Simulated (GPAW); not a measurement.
# Screening of a field by a 7-layer slab of Rh(111), part 2 of 2

Wanted: the out-of-plane polarisability of a 7-layer slab of Rh(111).

GPAW 26.7.0; GPAW, PAW setups; slab in vacuum, relaxation (the session's first sound run).

So far. Step 5 (Field on): The dipole is now -0.0576 e Å, against -4.6e-4 in the run without a field. Step 8 (In a field): The dipole is now 0.0573 e Å, against -4.6e-4 in the run without a field.

## (9) Field on (continued)

The electrostatic potential energy of an electron (without an applied field's), less the Fermi level, planar mean oscillates, so the rows of the table below give means over windows of 2.27 Å about each position, cut where the curve ends. Its maxima inside the range that stand out by 2 % of the span (Å: eV): 2.5: 6.80, 9.1: 0.475, 11.3: -0.261, 13.5: -0.165, 15.8: -0.673, 17.9: -1.33, 20.2: -1.79. Its minima: 8.0: -24.5, 10.2: -25.2, 12.4: -25.7, 14.6: -26.0, 16.9: -26.6, 19.1: -27.1, 21.3: -27.2.

Electrostatic potential energy of an electron (without an applied field's), less the Fermi level, planar mean against z; means over each step:

```csv
z (Å),"electrostatic potential energy of an electron (without an applied field's), less the Fermi level, planar mean (eV)"
1.14,6.67
3.41,6.80
5.68,6.33
7.95,-9.49
10.22,-10.6
12.49,-11.0
14.76,-11.4
17.03,-11.9
19.30,-12.5
21.57,-11.8
23.84,3.26
26.11,3.48
28.38,3.57
```

The dipole is now 0.115 e Å, against -4.6e-4 in the run without a field.

## (10) Field on

Input file run.py:

```python
import json
import numpy as np
from ase import Atoms
from gpaw import GPAW, PW
from gpaw.external import ConstantElectricField

slab = Atoms(
    ['Rh', 'Rh', 'Rh', 'Rh', 'Rh', 'Rh', 'Rh'],
    positions=[
        [0.00000, 0.00000, 8.00000],
        [1.34350, 0.77567, 10.19393],
        [2.68701, 1.55134, 12.38786],
        [-0.00000, 0.00000, 14.63078],
        [1.34350, 0.77567, 16.86765],
        [2.68701, 1.55134, 19.08697],
        [-0.00000, -0.00000, 21.27595]],
    cell=[[2.68701, 0.0, 0.0], [1.3435, 2.32702, 0.0], [0.0, 0.0, 29.16359]],
    pbc=[True, True, False])

slab.calc = GPAW(mode=PW(400), xc='PBE', kpts={'size': (13, 13, 1), 'gamma': True},
                 occupations={'name': 'fermi-dirac', 'width': 0.1}, nbands='160%',
                 convergence={'density': 1e-05}, maxiter=200,
                 poissonsolver={'dipolelayer': 'xy'},
                 external=ConstantElectricField(0.3, [0, 0, 1]),
                 symmetry={'tolerance': 1e-3}, txt='slab.txt')
result = {}
energy = slab.get_potential_energy()
fermi = slab.calc.get_fermi_level()
v = slab.calc.get_electrostatic_potential().mean((0, 1)) - fermi
n = slab.calc.get_pseudo_density().mean((0, 1))
L = slab.cell[2, 2]
z = np.arange(len(v)) * L / len(v)
low, high = slab.positions[:, 2].min(), slab.positions[:, 2].max()
below, above = np.interp([low - 5.8, high + 5.8], z, v)
slopes = [np.interp(x, z, np.gradient(v, z)) for x in (low - 5.8, high + 5.8)]
eps = np.array([[slab.calc.get_eigenvalues(k, s) for k in range(len(slab.calc.get_ibz_k_points()))]
                for s in range(slab.calc.get_number_of_spins())]) - fermi
top, bottom = eps[eps < 0].max(), eps[eps > 0].min()
dipole = slab.get_dipole_moment()[2]
print(f'energy {energy:.4f} eV, Fermi level {fermi:.4f} eV, dipole {dipole:.5f} e A')
print(f'potential 5.8 A off the faces, from the Fermi level: lower {below:.4f} eV, upper {above:.4f} eV')
print(f'slope of the potential there: lower {slopes[0]:.5f}, upper {slopes[1]:.5f} eV/A')
print(f'nearest levels on the mesh: {top:.4f} and {bottom:.4f} eV')
print('magnetic moment', round(slab.get_magnetic_moment(), 3))
result.update(energy=energy, fermi=fermi, dipole=dipole, below=below, above=above, slopes=slopes, edges=[top, bottom],
              z=z.tolist(), v=v.tolist(), n=n.tolist(), positions=slab.positions.tolist(),
              forces=slab.get_forces(apply_constraint=False).tolist(), moments=slab.get_magnetic_moments().tolist())
json.dump(result, open('result.json', 'w'))
```

Command:

```bash
OMP_NUM_THREADS=1 OPENBLAS_NUM_THREADS=1 python run.py
```

What it wrote:

```text
energy -49.3962 eV, Fermi level 3.8133 eV, dipole 0.17213 e A
potential 5.8 A off the faces, from the Fermi level: lower 7.6330 eV, upper 2.6514 eV
slope of the potential there: lower -0.00001, upper 0.00008 eV/A
nearest levels on the mesh: -0.0004 and 0.0182 eV
magnetic moment 0.0
```

Wall time 21 min (1 thread of Intel Xeon 6975P-C (Granite Rapids), shared host); peak memory 0.69 GiB.

The dipole is now 0.172 e Å, against -4.6e-4 in the run without a field.

## (11) The series

The members are put on one axis.

This step: induced dipole against applied field (GPAW 26.7.0).

Table of dipole along the normal by field:

```csv
field (V/Å),dipole along the normal (e·Å)
-0.200,-0.115
-0.100,-0.0576
-0.050,-0.0289
0.000,-4.6e-4
0.050,0.0285
0.100,0.0573
0.200,0.115
0.300,0.172
```

## (12) A changed run

One more run, with changed settings.

This step: GPAW, PAW setups; slab in vacuum (GPAW 26.7.0).

run.py: that of step 10 with these lines changed.

```diff
@@ -4,3 +4,2 @@
 from gpaw import GPAW, PW
-from gpaw.external import ConstantElectricField
 
@@ -21,5 +20,4 @@
                  occupations={'name': 'fermi-dirac', 'width': 0.1}, nbands='160%',
-                 convergence={'density': 1e-05}, maxiter=200,
+                 convergence={'density': 1e-05}, maxiter=50,
                  poissonsolver={'dipolelayer': 'xy'},
-                 external=ConstantElectricField(0.3, [0, 0, 1]),
                  symmetry={'tolerance': 1e-3}, txt='slab.txt')
@@ -33,4 +31,4 @@
 low, high = slab.positions[:, 2].min(), slab.positions[:, 2].max()
-below, above = np.interp([low - 5.8, high + 5.8], z, v)
-slopes = [np.interp(x, z, np.gradient(v, z)) for x in (low - 5.8, high + 5.8)]
+below, above = np.interp([low - 1.0, high + 1.0], z, v)
+slopes = [np.interp(x, z, np.gradient(v, z)) for x in (low - 1.0, high + 1.0)]
 eps = np.array([[slab.calc.get_eigenvalues(k, s) for k in range(len(slab.calc.get_ibz_k_points()))]
@@ -40,3 +38,3 @@
 print(f'energy {energy:.4f} eV, Fermi level {fermi:.4f} eV, dipole {dipole:.5f} e A')
-print(f'potential 5.8 A off the faces, from the Fermi level: lower {below:.4f} eV, upper {above:.4f} eV')
+print(f'potential 1.0 A off the faces, from the Fermi level: lower {below:.4f} eV, upper {above:.4f} eV')
 print(f'slope of the potential there: lower {slopes[0]:.5f}, upper {slopes[1]:.5f} eV/A')
```

What it wrote:

```text
gpaw.KohnShamConvergenceError
```

The job ended after 4.4 min (1 thread; peak memory 0.29 GiB).

No converged result was reached; the numbers in the log don't describe the system.

The fault put into the input: the potential probed 1 A off the face, under a cap of 50 iterations, which ended the run (probe = 1.0).

## (13) Summary of results

| Item | Value |
| --- | --- |
| work function, both faces | 5.15 eV |
| dipole along the normal | -4.6e-4 e Å, near the numerical noise |
| induced dipole per field | 0.574 e Å per V/Å |
| out-of-plane polarisability per area, α/(ε0 A) | 16.6 Å |

The field induces 0.574 e Å per V/Å, a polarisable thickness α/(ε0 A) of 16.6 Å beside 13.3 Å between the outermost nuclei. A perfect conductor would give the distance between its two image planes; a dielectric of thickness t gives t(1 - 1/ε). The measured value for this face is 5.46 eV (as compiled in "Anisotropic work function of elemental crystals", 2019, arxiv:1902.07811); the relaxed upper face lies 0.31 eV under it with PBE. Measured work functions scatter by a tenth of an eV or more between methods. The induced dipole is linear in the field over this range. The small printed dipole stands for a step of 13 meV from the lower to the upper face, and the probes find 4.7 meV; values this small are near the numerical noise of both. The in-plane lattice was kept as typed, which isn't the functional's own and leaves some strain; spin-orbit coupling and temperature are left out.

[Logs are printed without paths, hosts, clocks, repeated set-up lines and the standing remarks that a program may print on its own settings, such as how far it seeks lower states.]

[Hosts, paths, dates, database ids (printed as entryN), source tags and the programs' standing remarks are cut or masked in the printed files.]
